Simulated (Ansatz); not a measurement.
# Na on Al(110): change of the work function, part 5 of 5

Wanted: Δφ(θ) for Na/Al(110), starting from the hollow site.

Ansatz 0.2.0; plane-wave DFT, LDA, Ansatz PAW.

So far, work function, upper face (eV): step 2 (the clean slab) 4.17; step 5 (adsorbate added, k-mesh 4×5×1, coverage 0.5 ML) 2.27; step 6 (adsorbate added, k-mesh 8×10×1, coverage 1 ML) 2.89; step 8 (the covered slab, atoms frozen) 2.77; step 9 (the substrate alone) 4.17.

## Step 10: The adsorbate layer alone

System of this step: Na/Al(110), adsorbate layer alone, atoms held. The cell holds 1 atom: 1 Na. Its edges and angles: a = 8.100 Å, b = 5.728 Å, c = 25.222 Å, α = 90.0°, β = 90.0°, γ = 90.0°. Vacuum lies along c.

The third part; a free layer of atoms may carry a moment, so spin is on.

input.yaml reads:

```yaml
crystal:
  lattice:
    - [8.1, 0.0, 0.0]
    - [0.0, 5.7275649276, 0.0]
    - [0.0, 0.0, 25.221846614]
  atoms:
    - { symbol: Na, position: [0.25, 0.25, 0.6505664784], spin: 1.0 }
magnetization:
  spin_polarized: true
kpoints:
  mp_grid: { grid: [4, 5, 1] }
hamiltonian:
  xc: lda
scf:
  occupations: { method: fermi_dirac, width: 0.1 }
  convergence: { dr2_threshold: 1.0e-08 }
efield:
  axis: 3
  dipole_correction: true
  ramp_position: 0.97
  ramp_width: 0.06
output:
  write_potential: true
  write_density: true
  volumetric_format: npy
```

Launch:

```
$ ansatz run input.yaml --threads 4 --pin off --max-ram 6144MiB --backend cpu --events-out ev --progress --plain --runs-dir out
```

Log:

```text
[...]
Crystal: 1 atoms, lattice volume = 1170.124 Å³
Basis set: ecut = 420 eV, 22949 PW (Γ)
Bands: 9, of which v1, the nominal top of the filled ones, is band 5 counted from 1 (4 counted from 0)
Symmetry: 4 space group operations
k-points: 9 of 20
[...]
Starting moments: Σ|m| = 1 μB on 1 of 1 site
[...]
SCF iter   8: F=—  HF=-1465.447584 eV  |F-HF|=—  |Δ(HF+E_count)|=   3.12e-3  Δρ=1.18e-3 (↑1.18e-3 ↓1.18e-3)  dr2=2.95e-8  dr2_m=1.49e-2  M=0.092 μB ∫|m|=0.092 μB  β_m=0.60  ethr=1.11e-10  p=0.000 e·Å  D=1.90e-6 V/Å  ΔV_dip=-0.00 eV  dr2_dipole=5.59e-13  V_vac-E_F(+/−)=2.94/2.94 eV  ⟨swp⟩=10.9  Hψ=1056  notcnv=0
[...]
spin-set hold released at iteration 8 (site moments contracting): the magnetisation degrees of freedom join the quasi-Newton model from the next iteration; the mixer history was flushed
SCF iter   9: F=—  HF=-1465.449163 eV  |F-HF|=—  |Δ(HF+E_count)|=   1.58e-3  Δρ=4.91e-4 (↑4.91e-4 ↓4.91e-4)  dr2=1.04e-7  dr2_m=2.59e-3  M=0.081 μB ∫|m|=0.081 μB  β_m=1.20  ethr=1.83e-10  p=0.000 e·Å  D=1.78e-6 V/Å  ΔV_dip=-0.00 eV  dr2_dipole=8.88e-14  V_vac-E_F(+/−)=2.94/2.94 eV  ⟨swp⟩=3.8  Hψ=372  notcnv=0  κ⁻¹=1.0e0(r=1)
density mixer auto → broyden: no gap read (density of states about μ 0.93 of a free-electron gas's, 32 screened modes)
SCF iter  10: F=—  HF=-1465.449991 eV  |F-HF|=—  |Δ(HF+E_count)|=   8.28e-4  Δρ=2.36e-5 (↑2.36e-5 ↓2.29e-5)  dr2=2.49e-7  dr2_m=5.79e-6  M=0.057 μB ∫|m|=0.057 μB  β_m=1.20  ethr=1.83e-10  p=0.000 e·Å  D=1.69e-6 V/Å  ΔV_dip=-0.00 eV  dr2_dipole=6.18e-16  V_vac-E_F(+/−)=2.94/2.94 eV  ⟨swp⟩=3.8  Hψ=364  notcnv=0  κ⁻¹=9.4e-5(r=2)
[...]
SCF iter  17: F=-1465.451259 eV  HF=-1465.451259 eV  |F-HF|=3.15e-10  |Δ(HF+E_count)|=   1.41e-9  Δρ=7.15e-9 (↑7.15e-9 ↓6.10e-9)  dr2=1.04e-13  dr2_m=4.62e-13  M=0.000 μB ∫|m|=0.000 μB  ethr=1.00e-12  p=0.000 e·Å  D=1.71e-6 V/Å  ΔV_dip=-0.00 eV  dr2_dipole=3.29e-19  V_vac-E_F(+/−)=2.94/2.94 eV  ⟨swp⟩=1.0  Hψ=479  notcnv=0
SCF 1 converged in 17 iterations: F = -1465.451259 eV  dr2 = 1.04e-13
[...]
WARN: the starting moments were not kept: the SCF closed with an absolute magnetisation of 1.8e-6 μB, where they sum to 1 μB in size (1 site). That is at most 0.1 of that sum. Measured as dr2_m measures the in/out step, that magnetisation stands 3.6e-12 eV from none, at or under the dr2_threshold of 1.0e-8 eV: it is no larger than a step whose dr2_m would equal this threshold. The system may hold no moment; this SCF  [...]
this state was not tested for a lower state beside it, because the mixer in use, unlike msr1, does not test its closes by its own steps (another_mixer; see scf.mixing.algorithm and scf.lower_state_search)
SCF converged after 17 iterations
Magnetization: 0.0000 μB (4.5000 up, 4.5000 down)
Absolute magnetization: 0.0000 μB (∫|ρ↑−ρ↓|, with the PAW one-centre terms)
[...]
Per-site moments (μB) at R_I (Å): [(1.019413e-7, 2.362621)]
Free energy (F): -1465.451259 eV
[...]
Internal energy: -1465.383551 eV  (E = F + TS)
E sigma→0 (E₀):  -1465.417405 eV
Entropy (-TS):   -0.067708 eV (-67.708 meV/atom)
Fermi energy:    -2.749480 eV
Dipole field:    D = 0.000002 V/Å  (p = 0.000011 e·Å, saw-weighted, corrected)
Work function:   Φ+ = 2.9416 eV   Φ− = 2.9416 eV
[...]
--- Band table (eV; the first three rows and the last of 18) ---
[...]
```

The job ended after 30 s (4 threads of Arm Neoverse N1, shared host; peak memory 1.1 GiB; 99 s of CPU time).

Read from the output:

```
energy at zero smearing   : -1465.4174 eV
work function, upper face : 2.942 eV
dipole along the normal   : 1.11e-5 e·Å
```

At this spacing and smearing the free layer keeps no moment.

## Step 11: Density difference

This step: plane-wave DFT, LDA, Ansatz PAW; density difference on adsorption (Ansatz 0.2.0).

The densities of the parts are taken from that of the whole and averaged over planes; the first moment of what is left gives the step in the potential.

This step gave:

* largest charge moved: 0.004283 e/Å²
* potential step from the moved charge: -1.395 eV

Planar mean, whole system less its parts. Electron density difference against z:

```tsv
z (Å)	electron density difference (e/Å³)
4.5	-5.0e-7
5.0	-1.0e-6
5.5	-1.9e-6
6.0	-3.2e-6
6.5	-4.9e-6
7.0	-1.1e-5
7.5	-3.7e-5
8.0	-8.6e-5
8.5	4.3e-5
9.0	1.3e-4
9.5	6.1e-5
10.0	3.9e-5
10.5	-1.3e-4
11.0	-2.5e-4
11.5	1.9e-4
12.0	3.4e-4
12.5	-4.3e-4
13.0	-7.0e-4
13.5	-3.0e-4
14.0	-4.9e-4
14.5	-8.9e-4
15.0	0.00203
15.5	0.00511
16.0	0.00331
16.5	5.6e-4
17.0	-0.00147
17.5	-0.00249
18.0	-0.00203
18.5	-0.00126
19.0	-6.8e-4
19.5	-3.3e-4
20.0	-1.5e-4
20.5	-6.8e-5
21.0	-2.9e-5
21.5	-1.2e-5
22.0	-4.9e-6
22.5	-2.0e-6
23.0	-7.8e-7
23.5	-3.1e-7
```

Planar mean, whole system less its parts. Table of electrons moved below z by z:

```tsv
z (Å)	electrons moved below z (e/Å²)
4	-1.4e-7
5	-7.4e-7
6	-2.9e-6
7	-8.9e-6
8	-5.6e-5
9	-5.9e-6
10	6.0e-5
11	-8.0e-5
12	1.0e-4
13	-3.0e-4
14	-6.9e-4
15	-8.1e-4
16	0.00349
17	0.00387
18	0.00161
19	4.1e-4
20	8.1e-5
21	1.4e-5
22	2.3e-6
23	3.7e-7
```

## Step 12: Varying the input: relax.f_tol = 0.1 and relax.max_displacement = 0.1

This step: plane-wave DFT, LDA, Ansatz PAW (Ansatz 0.2.0).

System of this step: Na/Al(110). The cell holds 6 atoms: 5 Al and 1 Na. Cell: a = 4.050 Å, b = 2.864 Å, c = 25.222 Å, α = 90.0°, β = 90.0°, γ = 90.0°. Vacuum lies along c.

A run with a changed input: it repeats the earlier run at 1 ML with relax.f_tol from 0.02 to 0.1 and relax.max_displacement to 0.1.

input.yaml, the sections that differ from step 10:

```yaml
crystal:
  lattice:
    - [4.05, 0.0, 0.0]
    - [0.0, 2.8637824638, 0.0]
    - [0.0, 0.0, 25.221846614]
  atoms:
    - { symbol: Al, position: [0.0, 0.0, 0.3568335078] }
    - { symbol: Al, position: [0.5, 0.5, 0.4136053712] }
    - { symbol: Al, position: [0.0, 0.0, 0.4669864306] }
    - { symbol: Al, position: [0.5, 0.5, 0.5250251848] }
    - { symbol: Al, position: [0.0, 0.0, 0.5752969268] }
    - { symbol: Na, position: [0.5, 0.5, 0.6431664922] }
kpoints:
  mp_grid: { grid: [8, 10, 1] }
relax:
  f_tol: 0.1
  max_steps: 60
  constraints: [{ sites: [0, 1] }]
  max_displacement: 0.1
output:
  bader: true
  write_potential: true
  write_density: true
  volumetric_format: npy
# hamiltonian, scf, efield: as in step 10
# magnetization: removed
```

Log:

```text
[...]
Crystal: 6 atoms, lattice volume = 292.531 Å³
Basis set: ecut = 420 eV, 5753 PW (Γ)
Bands: 18, of which v1, the nominal top of the filled ones, is band 12 counted from 1 (11 counted from 0)
Symmetry: 4 space group operations
[...]
k-points: 30 of 80
[...]
SCF iter   1: F=—  HF=-4029.595635 eV  |F-HF|=—  |Δ(HF+E_count)|=         —  Δρ=3.04e-3  dr2=2.15e-1  ethr=1.77e-3  p=0.108 e·Å  D=6.67e-2 V/Å  ΔV_dip=-1.68 eV  dr2_dipole=1.09e-1  V_vac-E_F(+/−)=2.56/4.25 eV  ⟨swp⟩=9.1  Hψ=3729  notcnv=0
[...]
SCF iter   8: F=-4029.579874 eV  HF=-4029.579874 eV  |F-HF|=4.78e-10  |Δ(HF+E_count)|=   1.23e-8  Δρ=5.34e-7  dr2=3.21e-9  ethr=4.17e-11  p=0.089 e·Å  D=5.52e-2 V/Å  ΔV_dip=-1.39 eV  dr2_dipole=9.67e-11  V_vac-E_F(+/−)=2.77/4.16 eV  ⟨swp⟩=9.8  Hψ=3622  notcnv=0
SCF 1 converged in 8 iterations: F = -4029.579874 eV  dr2 = 3.21e-9
[...]
relax step   1: F+E_penalty+E_count = -4029.57987410 eV  Δ(F+E_penalty+E_count) = +0.000e0 eV  max|allowed force component| = 4.635e-1 eV/Å  Δτ_max = 0.0000 Å  (8 SCF iters, accepted)
[...]
SCF iter   7: F=-4029.617214 eV  HF=-4029.617214 eV  |F-HF|=1.90e-9  |Δ(HF+E_count)|=   2.16e-9  Δρ=5.80e-7  dr2=2.18e-9  ethr=4.17e-11  p=0.087 e·Å  D=5.36e-2 V/Å  ΔV_dip=-1.35 eV  dr2_dipole=9.90e-10  V_vac-E_F(+/−)=2.81/4.16 eV  ⟨swp⟩=9.0  Hψ=3399  notcnv=0
SCF 2 converged in 7 iterations: F = -4029.617214 eV  dr2 = 2.18e-9
relax step   2: F+E_penalty+E_count = -4029.61721431 eV  Δ(F+E_penalty+E_count) = -3.734e-2 eV  max|allowed force component| = 2.315e-1 eV/Å  Δτ_max = 0.0974 Å  (7 SCF iters, accepted)
SCF iter   1: F=—  HF=-4029.634239 eV  |F-HF|=—  |Δ(HF+E_count)|=         —  Δρ=7.61e-4  dr2=1.50e-2  ethr=1.24e-3  p=0.087 e·Å  D=5.36e-2 V/Å  ΔV_dip=-1.35 eV  dr2_dipole=2.03e-5  V_vac-E_F(+/−)=2.80/4.15 eV  ⟨swp⟩=3.6  Hψ=1678  notcnv=0
[...]
SCF iter   7: F=-4029.632428 eV  HF=-4029.632428 eV  |F-HF|=2.48e-10  |Δ(HF+E_count)|=   5.81e-9  Δρ=6.48e-7  dr2=5.74e-9  ethr=4.17e-11  p=0.084 e·Å  D=5.21e-2 V/Å  ΔV_dip=-1.31 eV  dr2_dipole=7.69e-10  V_vac-E_F(+/−)=2.85/4.16 eV  ⟨swp⟩=9.9  Hψ=3709  notcnv=0
SCF 3 converged in 7 iterations: F = -4029.632428 eV  dr2 = 5.74e-9
relax step   3: F+E_penalty+E_count = -4029.63242783 eV  Δ(F+E_penalty+E_count) = -1.521e-2 eV  max|allowed force component| = 9.594e-2 eV/Å  Δτ_max = 0.0974 Å  (7 SCF iters, accepted)
SCF iter   1: F=—  HF=-4029.640644 eV  |F-HF|=—  |Δ(HF+E_count)|=         —  Δρ=8.61e-4  dr2=2.42e-2  ethr=7.95e-4  p=0.084 e·Å  D=5.21e-2 V/Å  ΔV_dip=-1.31 eV  dr2_dipole=2.38e-3  V_vac-E_F(+/−)=2.84/4.15 eV  ⟨swp⟩=3.8  Hψ=1860  notcnv=0
[...]
SCF iter   8: F=-4029.638097 eV  HF=-4029.638097 eV  |F-HF|=1.40e-10  |Δ(HF+E_count)|=   6.32e-9  Δρ=2.79e-7  dr2=9.83e-10  ethr=4.17e-11  p=0.082 e·Å  D=5.09e-2 V/Å  ΔV_dip=-1.28 eV  dr2_dipole=7.47e-12  V_vac-E_F(+/−)=2.88/4.17 eV  ⟨swp⟩=8.9  Hψ=3256  notcnv=0
SCF 4 converged in 8 iterations: F = -4029.638097 eV  dr2 = 9.83e-10
relax step   4: F+E_penalty+E_count = -4029.63809663 eV  Δ(F+E_penalty+E_count) = -5.669e-3 eV  max|allowed force component| = 1.513e-2 eV/Å  Δτ_max = 0.0973 Å  (8 SCF iters, accepted)
[...]
SCF converged after 8 iterations
Free energy (F): -4029.638097 eV
[...]
Internal energy: -4029.531170 eV  (E = F + TS)
E sigma→0 (E₀):  -4029.584634 eV
Entropy (-TS):   -0.106926 eV (-17.821 meV/atom)
Fermi energy:    0.311135 eV
Dipole field:    D = 0.050927 V/Å  (p = 0.082331 e·Å, saw-weighted, corrected)
Work function:   Φ+ = 2.8820 eV   Φ− = 4.1665 eV
[...]
--- Forces (eV/Å), atoms counted from 1 ---
  atom   1  Al     0.00000000     0.00000000     0.26051611
  atom   2  Al    -0.00000000     0.00000000    -0.28259870
  atom   3  Al     0.00000000     0.00000000     0.00598750
  atom   4  Al    -0.00000000     0.00000000    -0.00395052
  atom   5  Al     0.00000000     0.00000000     0.00499296
  atom   6  Na     0.00000000     0.00000000     0.01513192
  max |Σ_I F_I| component: 7.93e-5 eV/Å
--- Band table (eV; the first three rows and the last of 30) ---
  k-point 0: bands = [... 8 lower, -2.2382, -1.3303, -0.8835, -0.6431, 0.3604, 0.8684, 1.8583, 2.2768, ... 2 higher]
  k-point 1: bands = [... 8 lower, -2.0741, -1.1591, -0.7112, -0.4793, 0.5217, 1.0345, 2.0219, 2.4265, ... 2 higher]
  k-point 2: bands = [... 8 lower, -1.5817, -0.6795, -0.2317, 0.0122, 0.6255, 1.2587, 1.4734, 2.3071, ... 2 higher]
  k-point 29: bands = [... 8 lower, -2.4875, -2.4190, -2.2417, -1.2588, -0.5185, 0.2640, 0.8003, 0.8942, ... 2 higher]
--- Relaxed structure (4 steps of the walk, 4 accepted, 0 SCFs on fresh bases) ---
  F+E_penalty+E_count = -4029.63809663 eV   max|allowed force component| = 1.513e-2 eV/Å
  atoms:
    - { symbol: Al, position: [0.0, 0.0, 0.356834] }
    - { symbol: Al, position: [0.5, 0.5, 0.413605] }
    - { symbol: Al, position: [6.674116e-19, 0.0, 0.467630] }
    - { symbol: Al, position: [0.5, 0.5, 0.525732] }
    - { symbol: Al, position: [2.313486e-18, 0.0, 0.577528] }
    - { symbol: Na, position: [0.5, 0.5, 0.654750] }
--- Bader charges: 6 sites ---
  site symbol  charge [e]  shift [e]
     0     Al      0.0344     0.0001
     1     Al     -0.0020     0.0000
     2     Al     -0.0659     0.0002
     3     Al     -0.0171     0.0000
     4     Al     -0.4825     0.0002
     5     Na      0.5330     0.0001
  estimated error of the sums over rays = 3.7e-4 e
```

Run time: 47 s. Hardware: 4 threads; peak memory 0.51 GiB; 2.7 min of CPU time.

The steps of the relaxation:

```tsv
step	energy less that of the first step (eV)	largest force component (eV/Å)
1	0.0000	0.4635
2	-0.0373	0.2315
3	-0.0526	0.0959
4	-0.0582	0.0151
```

Forces are held to the 4 operations that the program found; a distortion that breaks them can't arise in this run.

The atoms that moved most (Å):

```tsv
atom	dx	dy	dz	length
Na6	0.000	0.000	0.292	0.292
Al5	0.000	0.000	0.056	0.056
Al4	0.000	0.000	0.018	0.018
Al3	0.000	0.000	0.016	0.016
```

The relaxed structure:

```xyz
6
Lattice="4.0500 0.0000 0.0000 0.0000 2.8638 0.0000 0.0000 0.0000 25.2218" Properties=species:S:1:pos:R:3
Al    0.0000    0.0000    9.0000
Al    2.0250    1.4319   10.4319
Al    0.0000    0.0000   11.7945
Al    2.0250    1.4319   13.2599
Al    0.0000    0.0000   14.5663
Na    2.0250    1.4319   16.5140
```

Read from the output:

- energy at zero smearing: -4029.5846 eV
- work function, upper face: 2.882 eV
- work function, lower face: 4.167 eV
- dipole along the normal: 0.08233 e·Å
- step between the vacuum levels: -1.285 eV

```tsv
quantity	this run	earlier run	difference
work function, upper face (eV)	2.882	2.889	-0.0071
work function, lower face (eV)	4.167	4.169	-0.0021
dipole along the normal (e·Å)	0.08233	0.08201	3.2e-4
```

Nothing in the table moves by 0.01 in its unit (for the dipole 0.5 % and 5e-5 e·Å).

## Step 13: Varying the input

System of this step: Al(110). The cell holds 5 atoms: 5 Al. Cell: a = 4.050 Å, b = 2.864 Å, c = 23.728 Å, α = 90.0°, β = 90.0°, γ = 90.0°. Vacuum lies along c.

An input spoilt on purpose, to show how the run answers: it repeats the earlier run at 0 ML with efield.ramp_position from 0.97 to 0.475, and scf.max_iter set to 80.

input.yaml reads:

```yaml
crystal:
  lattice:
    - [4.05, 0.0, 0.0]
    - [0.0, 2.8637824638, 0.0]
    - [0.0, 0.0, 23.7275649276]
  atoms:
    - { symbol: Al, position: [0.0, 0.0, 0.3793056737] }
    - { symbol: Al, position: [0.5, 0.5, 0.4396528368] }
    - { symbol: Al, position: [0.0, 0.0, 0.5] }
    - { symbol: Al, position: [0.5, 0.5, 0.5603471632] }
    - { symbol: Al, position: [0.0, 0.0, 0.6206943263] }
kpoints:
  mp_grid: { grid: [8, 10, 1] }
hamiltonian:
  xc: lda
scf:
  occupations: { method: fermi_dirac, width: 0.1 }
  convergence: { dr2_threshold: 1.0e-08 }
  max_iter: 80
efield:
  axis: 3
  dipole_correction: true
  ramp_position: 0.475
  ramp_width: 0.06
relax:
  f_tol: 0.02
  max_steps: 60
  constraints: [{ sites: [0, 1] }]
output:
  write_potential: true
  write_density: true
  volumetric_format: npy
```

Log:

```text
The last accepted step is kept in <dir> (removed where the run ends without a failure and the disk answers)
Engine: ansatz 0.2.0, aarch64-unknown-linux-gnu
Pseudopotentials: kind: paw
Pseudopotential: Al, paw, valence charge 3, recommended cutoff 420 eV (normal), Al.paw.azcp
Functional definition: SPW92
  exchange = slater_x
  correlation = pw_c
Crystal: 5 atoms, lattice volume = 275.200 Å³
Basis set: ecut = 420 eV, 5383 PW (Γ)
Bands: 13, of which v1, the nominal top of the filled ones, is band 8 counted from 1 (7 counted from 0)
Symmetry: 4 space group operations
k-points: 30 of 80
Non-local potential: Al, projectors of the file, l = 0: 2, l = 1: 2, l = 2: 1
PAW form: soft (Blöchl's): semilocal exchange-correlation on the pseudo side does not see the compensation charge
PAW frozen core: Al, regenerated for the run's functional, and the local potential with it (the file was generated under x = pbe(κ = 0.804, μ = 0.219515), c = pbe(β = 0.066725))
PAW one-centre angular grid: Al, 110 points (default); XC on 64 Gauss nodes
Initial density: superposition of atomic densities (neutral atoms: chi_scale 0, normalization atom), corrected by the library's trained network
Initial wavefunctions: pseudopotential atomic-orbital guess
Functional: x = slater, c = lda
Error: efield: ion 2 (Al) at fractional coordinate 0.5000 along the field axis lies inside the sawtooth ramp with 2 of the planes that the density is read on at each end, [0.4625, 0.5475] — the ramp must sit in vacuum (an ion there feels the fictitious reversed slope); set or move the ramp (efield.ramp_position / ramp_width) or move the geometry
```

It took 0.55 s on 4 threads; peak memory 0.25 GiB; 0.77 s of CPU time.

The input was rejected at the start.

The program's message: “Error: efield: ion 2 (Al) at fractional coordinate 0.5000 along the field axis lies inside the sawtooth ramp with 2 of the planes that the density is read on at each end, [0.4625, 0.5475] — the ramp m …”

The fault put into the input: the ramp among the atoms.

## Step 14: Outcome

| Item | Value |
| --- | --- |
| work function of the clean face | 4.17 eV |
| work function at 0.11 ML | 3.41 eV |
| work function at 0.25 ML | 2.77 eV |
| work function at 0.5 ML | 2.27 eV |
| work function at 1 ML | 2.89 eV |
| dipole per adsorbate at 0.11 ML, positive end outwards | 2.12 D |
| step of the potential from the moved charge at 0.25 ML, upper less lower side, atoms held | -1.40 eV |

What this shows: Na lowers the work function of Al(110) at the lowest coverage, by 0.76 eV: the adsorbate layer has its positive end outwards. The dipole per adsorbate falls from 2.12 to 0.40 D as the layer fills. Neighbouring dipoles depolarise each other, and heights and bonding change with coverage too. The work function passes a minimum near 0.5 ML among the coverages run and rises again. At the highest coverage the adsorbates are pressed to about 2.9 Å, closer than unbonded atoms of this kind usually come, so a real layer may not reach it. The slab has 5 layers, at the tabulated experimental lattice constant, one starting site was run, and quantum-size effects of a slab this thin can reach one or two tenths of an eV.

[Long decimals in the printed logs are rounded to 6 places.]

[Logs are printed without paths, hosts, clocks, repeated set-up lines and the standing remarks that a program may print on its own settings, such as how far it seeks lower states.]

[Hosts, paths, dates, database ids (printed as entryN), source tags and the programs' standing remarks are cut or masked in the printed files.]

[Maps of the electrostatic potential energy from Ansatz leave out the sawtooth potential of an applied field or a dipole correction, so their vacuum need not be flat; planar profiles and work functions include it.]
